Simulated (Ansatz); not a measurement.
# Ba3V: relaxing a made-up structure, part 2 of 2

This structure for Ba3V is made up. Its elements were placed in a known structure type with a cell scaled to their sizes. What cell does the guess relax to, and how far off was it?

Ansatz 0.2.0; DFT, PBEsol, plane-wave PAW, files of the set soft_1, scalar-relativistic, ferromagnetic start, cell and ions relaxed at zero pressure; PAW set soft_1 (the session's first sound run).

So far: The structure; Relaxation of the guess. The relaxed cell has a = 4.149, c = 12.006 Å (conventional setting).

**3. Electronic structure of the relaxed cell**

A second self-consistent run takes a narrower smearing and the mesh shown in its input; the bands follow along the standard path of the relaxed lattice.

This step: DFT, PBEsol, plane-wave PAW, files of the set soft_1, scalar-relativistic, ferromagnetic start, bands and density of states at the relaxed cell; PAW set soft_1 (Ansatz 0.2.0).

The input, input.yaml:

```yaml
crystal:
  lattice:
    - [4.149087116, 0.0, 0.0]
    - [-2.074543558, 3.593214845, 0.0]
    - [0.0, 0.0, 12.00632271]
  atoms:
    - { symbol: Ba, position: [0.6666666667, 0.3333333333, 0.3021028042] }
    - { symbol: Ba, position: [0.6666666667, 0.3333333333, 0.6978971958] }
    - { symbol: Ba, position: [0.0, 0.0, 0.0] }
    - { symbol: V, position: [0.0, 0.0, 0.5], spin: 3.2 }
magnetization:
  spin_polarized: true
kpoints:
  mp_grid: { grid: [8, 8, 4] }
  band_path:
    path:
      - [[0.0, 0.0, 0.0], [0.5, 0.0, 0.0], [0.33333333, 0.33333333, 0.0], [0.0, 0.0, 0.0], [0.0, 0.0, 0.5], [0.5, 0.0, 0.5], [0.33333333, 0.33333333, 0.5], [0.0, 0.0, 0.5]]
      - [[0.5, 0.0, 0.5], [0.5, 0.0, 0.0]]
      - [[0.33333333, 0.33333333, 0.0], [0.33333333, 0.33333333, 0.5]]
    npoints: 8
scf:
  occupations: { method: fermi_dirac, width: 0.03 }
  n_extra_bands: 10
hamiltonian:
  xc: pbesol
  pseudopotentials: { kind: paw, azcp: { folder: soft_1 }, xc_functional: pbe }
output:
  forces: true
  stress: true
  write_bands: true
  dos: { projected: true }
  write_density: true
  write_potential: true
  elf: true
  volumetric_format: npy
```

Command:

```console
> ansatz run input.yaml --threads 4 --pin off --max-ram 10240MiB --backend cpu --events-out ev --progress --plain --runs-dir out
```

Numbers of over 12 decimals in the logs are rounded to 6 here.

Output:

```text
Warning: where an SCF of this run starts from atoms to list the orders of its open shells, V (site 3, from 0) starts with 3.00 μB on its 3d shell, in the place of the 3.20 μB that the deck gives it: its open shells can hold no more by Hund's first rule. To start from spheres of the given moment, type scf.initial_density.shell_occupations: []
[...]
Crystal: 4 atoms, lattice volume = 178.997 Å³
Basis set: ecut = 420 eV, 3455 PW (Γ), exchange–correlation on 60×60×162 points (8 copies of the dense FFT grid, shifted against one another)
Bands: 32, of which v1, the nominal top of the filled ones, is band 22 counted from 1 (21 counted from 0)
Symmetry: 12 space group operations
[...]
k-points: 30 of 256 (time reversal used)
[...]
Starting moments: Σ|m| = 3.2 μB on 1 of 4 sites
[...]
SCF iter   1: F=—  HF=-20472.358903 eV  |F-HF|=—  |Δ(HF+E_count)|=         —  Δρ=4.40e-2 (↑4.40e-2 ↓1.31e-2)  dr2=4.42e1  dr2_m=6.13e-1  M=2.951 μB ∫|m|=3.070 μB  β_m=0.30  ethr=3.10e-3  ⟨swp⟩=8.8  Hψ=10045  notcnv=0
[...]
SCF iter  13: F=-20470.738903 eV  HF=-20470.738904 eV  |F-HF|=5.52e-8  |Δ(HF+E_count)|=   9.15e-9  Δρ=3.57e-6 (↑3.57e-6 ↓5.08e-7)  dr2=5.88e-8  dr2_m=4.64e-9  M=3.551 μB ∫|m|=4.421 μB  ethr=1.70e-11  ⟨swp⟩=13.6  Hψ=12085  notcnv=0
SCF 1 converged in 13 iterations: F = -20470.738903 eV  dr2 = 5.88e-8
[...]
NSCF: frozen V_eff on 75 k-points
SCF converged after 13 iterations
Magnetization: 3.5507 μB (23.2754 up, 19.7246 down)
Absolute magnetization: 4.4244 μB (∫|ρ↑−ρ↓|, with the PAW one-centre terms)
[...]
Per-site moments (μB) at R_I (Å): [(0.059511, 1.391768), (0.059511, 1.391768), (-0.112024, 1.711498), (3.240557, 1.391768)]
Free energy (F): -20470.738903 eV
[...]
Internal energy: -20470.721307 eV  (E = F + TS)
E sigma→0 (E₀):  -20470.730105 eV
Entropy (-TS):   -0.017596 eV (-4.399 meV/atom)
Fermi energy:    7.437230 eV
[...]
--- Forces (eV/Å), atoms counted from 1 ---
  atom   1  Ba     0.00000000     0.00000000     0.00245159
  atom   2  Ba     0.00000000     0.00000000    -0.00245159
  atom   3  Ba    -0.00000000     0.00000000     0.00000000
  atom   4  V      0.00000000     0.00000000     0.00000000
  max |Σ_I F_I| component: 1.48e-16 eV/Å
--- Stress (GPa, compression-positive) ---
        0.018061       0.000000       0.000000
        0.000000       0.018061       0.000000
        0.000000       0.000000       0.000610
  P = ⅓ Tr σ = 0.0122 GPa (0.122 kbar)
--- Band table (eV; the first three rows and the last of 60) ---
  k-point 0 ↑: bands = [... 18 lower, 5.7419, 6.0090, 6.7692, 6.7692, 6.8652, 6.8652, 7.9464, 8.6285, ... 6 higher]
  k-point 1 ↑: bands = [... 18 lower, 5.9832, 6.0915, 6.7689, 6.7689, 6.8651, 6.8651, 7.9765, 8.6690, ... 6 higher]
  k-point 2 ↑: bands = [... 18 lower, 6.0000, 6.2294, 6.7686, 6.7686, 6.8650, 6.8650, 8.0221, 8.7186, ... 6 higher]
  k-point 29 ↓: bands = [... 18 lower, 7.3848, 7.5196, 7.7783, 7.7848, 8.0580, 8.4142, 8.5659, 8.8877, ... 6 higher]
```

Run time: 22 s. Hardware: 4 threads of Arm Neoverse V2, shared host; peak memory 0.73 GiB; 86 s of CPU time.

Numbers from this step:

| Property | Result |
| --- | --- |
| free energy | -20470.7389 eV |
| energy at zero smearing | -20470.7301 eV |
| smearing term TS | 0.01760 eV |
| magnetization | 3.551 μB |
| absolute magnetization | 4.424 μB |
| site moments | 0.05951, 0.05951, -0.1120, 3.241 μB |
| pressure | 0.01224 GPa |

From bands.tsv, the bands that come nearest the Fermi level along the path, at its corners, in eV from the Fermi level:

| point | band_21_up | band_22_up | band_23_up | band_24_up | band_17_dn | band_18_dn | band_19_dn | band_20_dn |
| --- | --- | --- | --- | --- | --- | --- | --- | --- |
| Γ | -0.67 | -0.57 | -0.57 | 0.51 | -1.70 | -1.61 | -0.61 | 0.92 |
| M | -0.53 | -0.28 | 0.05 | 0.34 | -0.88 | -0.73 | -0.51 | 0.02 |
| K | -0.01 | 0.30 | 0.30 | 0.75 | -0.12 | -0.09 | 0.20 | 0.23 |
| Γ | -0.67 | -0.57 | -0.57 | 0.51 | -1.70 | -1.61 | -0.61 | 0.92 |
| A | -0.67 | -0.57 | -0.57 | 0.58 | -2.53 | -1.14 | -0.55 | 0.87 |
| L | -0.64 | -0.07 | 0.05 | 0.05 | -0.84 | -0.69 | -0.47 | 0.07 |
| H | 0.00 | 0.12 | 0.51 | 0.63 | -0.08 | 0.02 | 0.22 | 0.23 |
| A | -0.67 | -0.57 | -0.57 | 0.58 | -2.53 | -1.14 | -0.55 | 0.87 |
| L | -0.64 | -0.07 | 0.05 | 0.05 | -0.84 | -0.69 | -0.47 | 0.07 |
| M | -0.53 | -0.28 | 0.05 | 0.34 | -0.88 | -0.73 | -0.51 | 0.02 |
| K | -0.01 | 0.30 | 0.30 | 0.75 | -0.12 | -0.09 | 0.20 | 0.23 |
| H | 0.00 | 0.12 | 0.51 | 0.63 | -0.08 | 0.02 | 0.22 | 0.23 |

Spin density in the ac plane at fractional y = 0.000, with atoms of Ba and V within 0.2 Å of it.

Ten even steps from '0' (0.0 e/Å³) to '9' (2.7 e/Å³), each cell a mean:
```
00000000000000
00000000000000
00000000000000
00000000000000
00000000000000
00000000000000
00000000000000
00000000000000
00000000000000
00000000000000
21100000000012
96200000000037
64100000000025
00000000000000
00000000000000
00000000000000
00000000000000
00000000000000
00000000000000
00000000000000
00000000000000
00000000000000
00000000000000
00000000000000
```
Columns run along a (4.1 Å), rows up along c (12.0 Å). Atoms in or near the plane, at fractional coordinates: Ba at (0.00, 0.00), V at (0.00, 0.50).

Electrostatic potential energy in the ac plane at fractional y = 0.000, with atoms of Ba and V within 0.2 Å of it. With pseudopotentials it is smooth inside the atoms' cores, unlike the true potential.

Ten even steps from '0' (-38 eV) to '9' (10 eV), each cell a mean:
```
00158999987400
23578999998743
88899999999988
99999999999999
99999999999999
99999988899999
99998877889999
99998877889999
99999988899999
88999999999998
23689999999843
11269999998511
11379999998621
55799999999875
99999999999999
99999888889999
99998877789999
99999888889999
99999999999999
99999999999999
99999999999999
67889999999877
01368999998621
00047899986300
```
Columns run along a (4.1 Å; values clipped at the 3rd and 97th percentile), rows up along c (12.0 Å). Atoms in or near the plane, at fractional coordinates: Ba at (0.00, 0.00), V at (0.00, 0.50).

Valence density in the ac plane at fractional y = 0.000, with atoms of Ba and V within 0.2 Å of it. It is the smooth field of the valence electrons, not physical close to the nuclei.

Values in e/Å³, 24 rows by 14 columns, each cell a mean:
```
 1  1  1  1  0  0  0  0  0  0  0  1  1  1
 1  1  1  0  0  0  0  0  0  0  0  0  1  1
 0  0  0  0  0  0  0  0  0  0  0  0  0  0
 0  0  0  0  0  0  0  0  0  0  0  0  0  0
 0  0  0  0  0  0  0  0  0  0  0  0  0  0
 0  0  0  0  0  0  0  0  0  0  0  0  0  0
 0  0  0  0  0  0  0  0  0  0  0  0  0  0
 0  0  0  0  0  0  0  0  0  0  0  0  0  0
 0  0  0  0  0  0  0  0  0  0  0  0  0  0
 0  0  0  0  0  0  0  0  0  0  0  0  0  0
 3  2  1  0  0  0  0  0  0  0  0  0  1  2
14  9  2  1  0  0  0  0  0  0  0  1  5 11
10  6  2  0  0  0  0  0  0  0  0  1  3  8
 1  1  0  0  0  0  0  0  0  0  0  0  0  1
 0  0  0  0  0  0  0  0  0  0  0  0  0  0
 0  0  0  0  0  0  0  0  0  0  0  0  0  0
 0  0  0  0  0  0  0  0  0  0  0  0  0  0
 0  0  0  0  0  0  0  0  0  0  0  0  0  0
 0  0  0  0  0  0  0  0  0  0  0  0  0  0
 0  0  0  0  0  0  0  0  0  0  0  0  0  0
 0  0  0  0  0  0  0  0  0  0  0  0  0  0
 0  0  0  0  0  0  0  0  0  0  0  0  0  0
 1  1  1  1  0  0  0  0  0  0  0  1  1  1
 1  1  1  1  0  0  0  0  0  0  0  1  1  1
```
Columns run along a (4.1 Å), rows up along c (12.0 Å). Atoms in or near the plane, at fractional coordinates: Ba at (0.00, 0.00), V at (0.00, 0.50).

**4. Results**

| Item | Value |
| --- | --- |
| space group, relaxed | P-6m2 |
| conventional cell | a = 4.149, b = 4.149, c = 12.006 Å; α = 90.0°, β = 90.0°, γ = 120.0° |
| volume per atom | 44.75 Å³ (guess 43.03) |
| total moment | 3.46 μB in the cell of 4 atoms |

Ba3V relaxes to P-6m2 with a = 4.149, b = 4.149 and c = 12.006 Å. The guessed volume was 4 % too small. The space group P-6m2 was held in the relaxation, so the end point is a stationary structure within it and may be a saddle against distortions or other arrangements. The input starts from parallel moments, and no other start was typed. Bands cross the Fermi level, so it is a metal or semimetal at this level. On the 8×8×4 mesh with the narrower smearing (relaxed on 8×8×2) the largest force component is 0.002 eV/Å and the largest stress component is 0.018 GPa, within the relaxation's thresholds of 0.015 eV/Å and 0.05 GPa. The cutoff wasn't tested. A vector of the cell changed its length by 8 %, more than the volume shows. Spin-orbit coupling is left out, which can matter for elements this heavy. No dispersion term is used, so weakly bound directions may come out too long. Nothing here tests whether the compound is stable against decomposition.

[Logs are printed without paths, hosts, clocks, repeated set-up lines and the standing remarks that a program may print on its own settings, such as how far it seeks lower states.]

[Hosts, paths, dates, database ids (printed as entryN), source tags and the programs' standing remarks are cut or masked in the printed files.]
